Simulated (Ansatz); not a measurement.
# The perfect Fe wire along [100], 5 atoms a period

Aim: is the Fe wire along [100], 5 atoms a period a metal or a semiconductor?

Calculated with Ansatz 0.2.0; DFT PBE, plane waves, PAW; relaxation of a wire's period; PAW set soft_1, in the first sound run; inputs show where later runs differ.

### 1. The structure

The cell holds 5 atoms: 5 Fe. Cell: a = 9.630 Å, b = 9.630 Å, c = 2.830 Å, α = 90.0°, β = 90.0°, γ = 90.0°. Vacuum lies along a and b. The structure's axis is c.

### 2. Relaxation of atoms and period

Band widths follow the bond lengths, so the wire is relaxed first. The atoms and the third cell vector are free; the box across stays fixed as vacuum. Moments are seeded so that a magnetic state can form if it lies lower. A Fermi-Dirac smearing is set since the result may be a metal. The pressure printed is a third of the stress's trace over the whole box, vacuum included; only the stress along the axis is relaxed.

File input.yaml:

```yaml
crystal:
  lattice:
    - [9.63, 0.0, 0.0]
    - [0.0, 9.63, 0.0]
    - [0.0, 0.0, 2.83]
  atoms:
    - { symbol: Fe, position: [0.5, 0.5, 0.0], spin: 2.4 }
    - { symbol: Fe, position: [0.353063344, 0.353063344, 0.5], spin: 2.4 }
    - { symbol: Fe, position: [0.353063344, 0.646936656, 0.5], spin: 2.4 }
    - { symbol: Fe, position: [0.646936656, 0.353063344, 0.5], spin: 2.4 }
    - { symbol: Fe, position: [0.646936656, 0.646936656, 0.5], spin: 2.4 }
magnetization:
  spin_polarized: true
kpoints:
  mp_grid: { grid: [1, 1, 29] }
scf:
  occupations: { method: fermi_dirac, width: 0.05 }
hamiltonian:
  xc: pbe
  pseudopotentials: { kind: paw, azcp: { folder: soft_1 } }
relax:
  cell: { fix: [a, b, alpha, beta, gamma] }
  max_steps: 45
  f_tol: 0.03
```

Command:

```
> ansatz run input.yaml --threads 4 --pin off --max-ram 16384MiB --backend cpu --events-out ev --progress --plain --runs-dir out
```

Numbers of over 12 decimals in the logs are rounded to 6 here.

Log:

```text
Engine: ansatz 0.2.0, aarch64-unknown-linux-gnu
Pseudopotentials: kind: paw
Pseudopotential: Fe, paw, valence charge 16, recommended cutoff 420 eV (normal), soft_1/Fe.paw.azcp
Functional definition: PBE
  parameter kappa = 0.804
  parameter beta = 0.066725
  exchange = pbe_x(kappa = kappa, mu = beta*pi^2/3)
  correlation = pbe_c(beta = beta)
Crystal: 5 atoms, lattice volume = 262.445 Å³
Basis set: ecut = 420 eV, 5149 PW (Γ), exchange–correlation on 144×144×40 points (8 copies of the dense FFT grid, shifted against one another)
Bands: 56, of which v1, the nominal top of the filled ones, is band 40 counted from 1 (39 counted from 0)
Symmetry: 16 space group operations
Space group: P4/mmm (ITA 123), of the structure as read, at distance tolerance 6.4e-5 Å
Magnetic group: BNS 123.339 (UNI 999), of the structure as read, at distance tolerance 6.4e-5 Å
k-points: 15 of 29
Non-local potential: Fe, projectors of the file, l = 0: 3, l = 1: 2, l = 2: 3, l = 3: 1
PAW form: soft (Blöchl's): semilocal exchange-correlation on the pseudo side does not see the compensation charge
PAW one-centre angular grid: Fe, 590 points (default); XC on 64 Gauss nodes
Initial density: superposition of atomic densities (neutral atoms: chi_scale 0, normalization atom)
Starting moments: Σ|m| = 12 μB on 5 of 5 sites
Initial wavefunctions: pseudopotential atomic-orbital guess
Functional: x = pbe(κ = 0.804, μ = 0.219515), c = pbe(β = 0.066725)
SCF iter   1: F=—  HF=-22390.500167 eV  |F-HF|=—  |Δ(HF+E_count)|=         —  Δρ=4.20e-2 (↑4.20e-2 ↓3.29e-2)  dr2=1.57e1  dr2_m=2.74e0  M=13.885 μB ∫|m|=14.004 μB  β_m=0.30  ethr=3.10e-3  ⟨swp⟩=8.4  Hψ=6995  notcnv=0  defer=6
Mixer restart at iter 1: flushing history
preconditioner: auto → LDOS  [metal: Δε(μ)=0.001 eV  Ē_g=4.462 eV  σ=0.050 eV  W_gap=0.01  n_scr=38 (ndim 8)  ℏωp=14.5 eV  f_vac=0.552  D(μ)=18.70/eV (n_scr^D=218)]
spin=Collinear: LDOS preconditioning applied to the charge; magnetization (m = ρ↑ − ρ↓) channel mixes plain (no charge-response kernel on spin).
SCF iter   2: F=—  HF=-22390.450687 eV  |F-HF|=—  |Δ(HF+E_count)|=   4.95e-2  Δρ=3.28e-2 (↑3.28e-2 ↓2.69e-2)  dr2=5.28e0  dr2_m=1.88e0  M=14.396 μB ∫|m|=14.565 μB  β_m=0.53  ethr=3.10e-3  ⟨swp⟩=2.7  Hψ=2961  notcnv=0  defer=96
SCF iter   3: F=—  HF=-22393.453300 eV  |F-HF|=—  |Δ(HF+E_count)|=    3.00e0  Δρ=1.52e-2 (↑8.93e-3 ↓1.52e-2)  dr2=3.27e-1  dr2_m=2.62e-1  M=15.202 μB ∫|m|=15.523 μB  β_m=0.59  ethr=3.10e-3  ⟨swp⟩=3.2  Hψ=3024  notcnv=0  defer=93
SCF iter   4: F=—  HF=-22393.586969 eV  |F-HF|=—  |Δ(HF+E_count)|=   1.34e-1  Δρ=8.53e-3 (↑8.53e-3 ↓6.01e-3)  dr2=6.85e-2  dr2_m=1.07e-1  M=15.321 μB ∫|m|=15.722 μB  β_m=0.78  ethr=4.08e-4  ⟨swp⟩=2.6  Hψ=3019  notcnv=0  defer=99
SCF iter   5: F=—  HF=-22393.730514 eV  |F-HF|=—  |Δ(HF+E_count)|=         —  Δρ=4.01e-3 (↑8.91e-4 ↓4.01e-3)  dr2=4.80e-2  dr2_m=7.77e-3  M=15.538 μB ∫|m|=16.025 μB  β_m=0.78  ethr=8.56e-5  ⟨swp⟩=2.7  Hψ=3065  notcnv=0  defer=98
SCF iter   6: F=—  HF=-22393.735232 eV  |F-HF|=—  |Δ(HF+E_count)|=   4.72e-3  Δρ=1.63e-3 (↑1.41e-3 ↓1.63e-3)  dr2=1.58e-2  dr2_m=2.99e-4  M=15.525 μB ∫|m|=16.035 μB  β_m=0.65  ethr=6.00e-5  ⟨swp⟩=2.3  Hψ=3294  notcnv=0  defer=100
SCF iter   7: F=—  HF=-22393.731319 eV  |F-HF|=—  |Δ(HF+E_count)|=   3.91e-3  Δρ=5.75e-4 (↑5.75e-4 ↓4.26e-4)  dr2=1.38e-3  dr2_m=1.65e-4  M=15.550 μB ∫|m|=16.061 μB  β_m=0.82  ethr=1.97e-5  ⟨swp⟩=2.3  Hψ=2600  notcnv=0  defer=99
SCF iter   8: F=—  HF=-22393.731809 eV  |F-HF|=—  |Δ(HF+E_count)|=   4.91e-4  Δρ=2.20e-4 (↑1.79e-4 ↓2.20e-4)  dr2=2.39e-4  dr2_m=2.92e-5  M=15.571 μB ∫|m|=16.085 μB  β_m=0.91  ethr=1.73e-6  ⟨swp⟩=2.0  Hψ=2325  notcnv=0  defer=99
SCF iter   9: F=—  HF=-22393.731894 eV  |F-HF|=—  |Δ(HF+E_count)|=   8.47e-5  Δρ=1.03e-4 (↑6.99e-5 ↓1.03e-4)  dr2=3.10e-5  dr2_m=8.74e-6  M=15.580 μB ∫|m|=16.095 μB  β_m=0.96  ethr=2.99e-7  ⟨swp⟩=2.6  Hψ=2976  notcnv=0  defer=99
SCF iter  10: F=—  HF=-22393.731906 eV  |F-HF|=—  |Δ(HF+E_count)|=   1.18e-5  Δρ=4.79e-5 (↑3.28e-5 ↓4.79e-5)  dr2=6.14e-6  dr2_m=1.77e-6  M=15.581 μB ∫|m|=16.096 μB  β_m=0.98  ethr=3.87e-8  ⟨swp⟩=2.5  Hψ=3057  notcnv=0  defer=99
SCF iter  11: F=—  HF=-22393.731912 eV  |F-HF|=—  |Δ(HF+E_count)|=   6.11e-6  Δρ=3.16e-5 (↑3.16e-5 ↓2.02e-5)  dr2=5.53e-6  dr2_m=2.24e-7  M=15.582 μB ∫|m|=16.097 μB  β_m=0.78  ethr=7.67e-9  ⟨swp⟩=2.0  Hψ=2820  notcnv=0  defer=99
SCF iter  12: F=—  HF=-22393.731911 eV  |F-HF|=—  |Δ(HF+E_count)|=   1.16e-6  Δρ=6.99e-6 (↑4.86e-6 ↓6.99e-6)  dr2=3.79e-7  dr2_m=8.94e-9  M=15.582 μB ∫|m|=16.098 μB  β_m=0.86  ethr=6.92e-9  ⟨swp⟩=2.1  Hψ=2341  notcnv=0  defer=99
SCF iter  13: F=—  HF=-22393.731911 eV  |F-HF|=—  |Δ(HF+E_count)|=   2.22e-7  Δρ=2.23e-6 (↑2.23e-6 ↓1.95e-6)  dr2=2.90e-8  dr2_m=5.33e-9  M=15.582 μB ∫|m|=16.098 μB  β_m=0.86  ethr=4.74e-10  ⟨swp⟩=2.0  Hψ=2290  notcnv=0  defer=99
SCF iter  14: F=-22393.731911 eV  HF=-22393.731911 eV  |F-HF|=2.99e-9  |Δ(HF+E_count)|=   2.04e-8  Δρ=9.56e-7 (↑5.72e-7 ↓9.56e-7)  dr2=5.63e-9  dr2_m=2.62e-10  M=15.583 μB ∫|m|=16.098 μB  ethr=3.62e-11  ⟨swp⟩=1.8  Hψ=5321  notcnv=0
SCF 1 converged in 14 iterations: F = -22393.731911 eV  dr2 = 5.63e-9
  greatest PAW one-centre occupation: 1.002 electrons in one spin orbital (limit 2), on the Fe atom at site 4 (counted from 0), in its partial waves of l = 1
relax step   1: F+E_penalty+E_count = -22393.73191110 eV  Δ(F+E_penalty+E_count) = +0.000e0 eV  max|allowed force component| = 7.946e-1 eV/Å  Δτ_max = 0.0000 Å  P = -3.196 GPa  Ω = 262.445 Å³  fix = [a, b, alpha, beta, gamma]  reactions: a -2.661, b -2.661 GPa  (14 SCF iters, dr2 threshold 1.00e-7 eV, accepted)
Crystal: 5 atoms, lattice volume = 252.976 Å³
Basis set: ecut = 420 eV, 4989 PW (Γ), exchange–correlation on 144×144×40 points (8 copies of the dense FFT grid, shifted against one another)
Initial density: handed on by an earlier stage of this run
Starting moments: Σ|m| = 12 μB on 5 of 5 sites; this step starts from the density that it was given
Initial wavefunctions: those handed on with the density
iter 1 solved again at ethr=2.31e-4 eV; its pass at ethr=3.10e-3 eV (dr2=1.85e-1 eV) is discarded
SCF iter   1: F=—  HF=-22394.065637 eV  |F-HF|=—  |Δ(HF+E_count)|=         —  Δρ=7.79e-3 (↑7.79e-3 ↓7.26e-3)  dr2=1.89e-1  dr2_m=1.11e-1  M=15.286 μB ∫|m|=15.715 μB  β_m=0.30  ethr=2.31e-4  ⟨swp⟩=2.0  Hψ=8280  notcnv=0
preconditioner: auto → LDOS  [metal: Δε(μ)=0.014 eV  Ē_g=4.838 eV  σ=0.050 eV  W_gap=0.07  n_scr=36 (ndim 8)  ℏωp=14.8 eV  f_vac=0.591  D(μ)=11.57/eV (n_scr^D=102)]
[...]
relax step   3: F+E_penalty+E_count = -22394.16691496 eV  Δ(F+E_penalty+E_count) = -5.422e-2 eV  max|allowed force component| = 1.228e-1 eV/Å  Δτ_max = 0.0260 Å  P = +0.470 GPa  Ω = 245.024 Å³  energy of the carried Pulay correction = +4.746e-3 eV  fix = [a, b, alpha, beta, gamma]  reactions: a +0.517, b +0.517 GPa  (9 SCF iters, dr2 threshold 5.00e-7 eV, accepted)
[...]
relax step   4: F+E_penalty+E_count = -22394.17219506 eV  Δ(F+E_penalty+E_count) = -5.280e-3 eV  max|allowed force component| = 1.870e-2 eV/Å  Δτ_max = 0.0123 Å  P = +0.084 GPa  Ω = 245.489 Å³  energy of the carried Pulay correction = +4.615e-3 eV  fix = [a, b, alpha, beta, gamma]  reactions: a +0.147, b +0.147 GPa  (8 SCF iters, dr2 threshold 5.00e-7 eV, accepted)
[...]
relax step   5: F+E_penalty+E_count = -22394.17264571 eV  Δ(F+E_penalty+E_count) = -4.507e-4 eV  max|allowed force component| = 1.263e-3 eV/Å  Δτ_max = 0.0041 Å  P = +0.049 GPa  Ω = 245.026 Å³  energy of the carried Pulay correction = +4.745e-3 eV  fix = [a, b, alpha, beta, gamma]  reactions: a +0.085, b +0.085 GPa  (12 SCF iters, accepted)
Basis set: ecut = 420 eV, 4837 PW (Γ), exchange–correlation on 144×144×36 points (8 copies of the dense FFT grid, shifted against one another)
Initial wavefunctions: pseudopotential atomic-orbital guess (no wavefunctions were taken with the density)
iter 1 solved again at ethr=4.61e-6 eV; its pass at ethr=3.10e-3 eV (dr2=3.69e-3 eV) is discarded
SCF iter   1: F=—  HF=-22394.167451 eV  |F-HF|=—  |Δ(HF+E_count)|=         —  Δρ=1.33e-4 (↑1.12e-4 ↓1.33e-4)  dr2=1.24e-4  dr2_m=2.61e-6  M=14.906 μB ∫|m|=15.303 μB  β_m=0.65  ethr=4.61e-6  ⟨swp⟩=3.1  Hψ=11011  notcnv=0
preconditioner: auto → LDOS  [metal: Δε(μ)=0.038 eV  Ē_g=4.914 eV  σ=0.050 eV  W_gap=0.18  n_scr=20 (ndim 8)  ℏωp=15.0 eV  f_vac=0.593  D(μ)=8.64/eV (n_scr^D=54)]
spin=Collinear: LDOS preconditioning applied to the charge; magnetization (m = ρ↑ − ρ↓) channel mixes plain (no charge-response kernel on spin).
SCF iter   2: F=—  HF=-22394.167625 eV  |F-HF|=—  |Δ(HF+E_count)|=   1.74e-4  Δρ=7.76e-5 (↑7.76e-5 ↓5.11e-5)  dr2=5.14e-5  dr2_m=9.09e-7  M=14.904 μB ∫|m|=15.301 μB  β_m=0.58  ethr=1.56e-7  ⟨swp⟩=2.2  Hψ=2482  notcnv=0
SCF iter   3: F=—  HF=-22394.167623 eV  |F-HF|=—  |Δ(HF+E_count)|=   2.34e-6  Δρ=2.51e-5 (↑2.31e-5 ↓2.51e-5)  dr2=4.56e-6  dr2_m=6.35e-7  M=14.902 μB ∫|m|=15.299 μB  β_m=0.67  ethr=6.43e-8  ⟨swp⟩=1.3  Hψ=1713  notcnv=0
SCF iter   4: F=—  HF=-22394.167625 eV  |F-HF|=—  |Δ(HF+E_count)|=   2.74e-6  Δρ=1.88e-5 (↑1.88e-5 ↓6.78e-6)  dr2=1.86e-6  dr2_m=1.53e-7  M=14.902 μB ∫|m|=15.299 μB  β_m=0.66  ethr=5.69e-9  ⟨swp⟩=2.0  Hψ=2550  notcnv=0
SCF iter   5: F=—  HF=-22394.167626 eV  |F-HF|=—  |Δ(HF+E_count)|=   3.79e-7  Δρ=4.67e-6 (↑4.67e-6 ↓3.17e-6)  dr2=7.53e-8  dr2_m=1.78e-8  M=14.901 μB ∫|m|=15.298 μB  β_m=0.67  ethr=2.32e-9  ⟨swp⟩=2.0  Hψ=2498  notcnv=0
SCF iter   6: F=—  HF=-22394.167626 eV  |F-HF|=—  |Δ(HF+E_count)|=   6.07e-8  Δρ=5.87e-6 (↑5.87e-6 ↓1.99e-6)  dr2=5.16e-8  dr2_m=2.75e-8  M=14.901 μB ∫|m|=15.298 μB  β_m=0.68  ethr=9.41e-11  ⟨swp⟩=2.1  Hψ=2844  notcnv=0
SCF iter   7: F=—  HF=-22394.167626 eV  |F-HF|=—  |Δ(HF+E_count)|=   1.45e-8  Δρ=1.74e-6 (↑1.74e-6 ↓1.50e-6)  dr2=2.91e-9  dr2_m=4.98e-9  M=14.901 μB ∫|m|=15.298 μB  β_m=0.84  ethr=6.45e-11  ⟨swp⟩=2.0  Hψ=2472  notcnv=0
SCF iter   8: F=—  HF=-22394.167626 eV  |F-HF|=—  |Δ(HF+E_count)|=   2.19e-7  Δρ=7.24e-7 (↑7.24e-7 ↓4.12e-7)  dr2=9.45e-10  dr2_m=4.66e-10  M=14.901 μB ∫|m|=15.298 μB  β_m=0.77  ethr=3.64e-12  ⟨swp⟩=3.3  Hψ=3421  notcnv=0
SCF iter   9: F=—  HF=-22394.167626 eV  |F-HF|=—  |Δ(HF+E_count)|=  6.04e-10  Δρ=2.98e-7 (↑2.98e-7 ↓1.95e-7)  dr2=1.50e-10  dr2_m=8.73e-11  M=14.901 μB ∫|m|=15.298 μB  β_m=0.88  ethr=1.18e-12  ⟨swp⟩=2.0  Hψ=2289  notcnv=0
SCF iter  10: F=—  HF=-22394.167626 eV  |F-HF|=—  |Δ(HF+E_count)|=  2.04e-10  Δρ=1.11e-7 (↑3.57e-8 ↓1.11e-7)  dr2=4.20e-11  dr2_m=8.03e-12  M=14.901 μB ∫|m|=15.298 μB  β_m=0.94  ethr=1.00e-12  ⟨swp⟩=1.6  Hψ=1805  notcnv=0
SCF iter  11: F=-22394.167626 eV  HF=-22394.167626 eV  |F-HF|=3.64e-11  |Δ(HF+E_count)|=  4.37e-11  Δρ=6.60e-8 (↑6.60e-8 ↓4.76e-8)  dr2=2.83e-11  dr2_m=6.10e-13  M=14.901 μB ∫|m|=15.298 μB  ethr=1.00e-12  ⟨swp⟩=3.3  Hψ=5499  notcnv=0
SCF 6 converged in 11 iterations: F = -22394.167626 eV  dr2 = 2.83e-11
relax step   6: F+E_penalty+E_count = -22394.16762554 eV  Δ(F+E_penalty+E_count) = +5.020e-3 eV  max|allowed force component| = 1.679e-3 eV/Å  Δτ_max = 0.0000 Å  P = +0.057 GPa  Ω = 245.026 Å³  fix = [a, b, alpha, beta, gamma]  reactions: a +0.096, b +0.096 GPa  stress off target by 1.96e-2 GPa on what of the cell is left free  SCF on the basis re-selected at this cell (its energy is not comparable with the rows above)  (11 SCF iters)
basis re-selected at this cell: Δ(F+E_penalty+E_count) = +5.020e-3 eV, ΔP = +0.008 GPa vs the last step (what re-selecting the basis moved, of the pressure what is left beyond the Pulay correction that the steps carried, after the strain that the cell walked since its last selection, with what the two solves' SCF thresholds leave and, on support functions, any second-order correction that the steps lacked; it is no measure of the basis error at this ecutwfc). The dense FFT grid was sized anew with the basis: this SCF ran on 72×72×18 points, the steps before it on 72×72×20, so part of this shift can come from that change (see relax.cell in the input reference). [rest of the remark cut]
SCF converged after 11 iterations
Magnetization: 14.9009 μB (47.4504 up, 32.5496 down)
Absolute magnetization: 15.2991 μB (∫|ρ↑−ρ↓|, with the PAW one-centre terms)
Spin contamination: 0.2176 ħ² per cell (⟨S²⟩ above its minimum at these occupations)
Per-site moments (μB) at R_I (Å): [(2.132414, 0.963830), (2.924637, 0.963830), (2.924637, 0.963830), (2.924637, 0.963830), (2.924637, 0.963830)]
Free energy (F): -22394.167626 eV
Harris-Foulkes:  -22394.167626 eV  (|F-HF|=3.64e-11)
Internal energy: -22394.092694 eV  (E = F + TS)
E sigma→0 (E₀):  -22394.130160 eV
Entropy (-TS):   -0.074931 eV (-14.986 meV/atom)
Fermi energy:    1.650621 eV
--- Per-component energies (eV) ---
  E_band       = -2417.885075
  E_kinetic    = 1641.455952
  E_local      = -38875.013361  (includes V_loc(G=0)·N_el)
  E_nonlocal   = 1475.381437
  E_hartree    = 17845.753708
  E_xc         = -540.169694
  E_vxc        = -692.678344  (∫ρ·V_xc dr)
  E_paw        = -6928.835697  (= ΣΔE_a)
  E_vpaw       = -1658.533452  (= ΣTr[D̂ρ^β])
  E_aug_tail   = -0.004894  (compensation charges beyond the density's cutoff)
  E_ewald      = 2987.339854
  E_smearing   = -0.074931  (= −TS)
  E_closure    = 0.000000  (closes the sum)
  Σ components = -22394.167626   (vs F -22394.167626, Δ=0.00e0)
--- Forces (eV/Å), atoms counted from 1 ---
  atom   1  Fe     0.00000000    -0.00000000     0.00000000
  atom   2  Fe    -0.00167936    -0.00167936     0.00000000
  atom   3  Fe    -0.00167936     0.00167936     0.00000000
  atom   4  Fe     0.00167936    -0.00167936     0.00000000
  atom   5  Fe     0.00167936     0.00167936     0.00000000
  max |Σ_I F_I| component: 2.17e-19 eV/Å
--- Stress (GPa, compression-positive) ---
        0.095736       0.000000       0.000000
        0.000000       0.095736       0.000000
        0.000000       0.000000      -0.019650
  P = ⅓ Tr σ = 0.0573 GPa (0.573 kbar)
--- Relaxed structure (5 steps of the walk, 5 accepted, 1 SCFs on fresh bases) ---
  F+E_penalty+E_count = -22394.16762554 eV   max|allowed force component| = 1.679e-3 eV/Å   (the final SCF, on the basis selected at the relaxed cell)
  cell:  # Å, volume = 245.0262 Å³
    - [9.63, 0.0, 0.0]
    - [0.0, 9.63, 0.0]
    - [0.0, 0.0, 2.642165]
  atoms:
    - { symbol: Fe, position: [0.5, 0.5, 0.0] }
    - { symbol: Fe, position: [0.358488, 0.358488, 0.5] }
    - { symbol: Fe, position: [0.358488, 0.641512, 0.5] }
    - { symbol: Fe, position: [0.641512, 0.358488, 0.5] }
    - { symbol: Fe, position: [0.641512, 0.641512, 0.5] }
```

It took 50 s on 4 threads of Arm Neoverse V2, shared host; peak memory 0.85 GiB.

(Part 1 of 2 ends here.)

[Logs are printed without paths, hosts, clocks, repeated set-up lines and the standing remarks that a program may print on its own settings, such as how far it seeks lower states.]

[Hosts, paths, dates, database ids (printed as entryN), source tags and the programs' standing remarks are cut or masked in the printed files.]
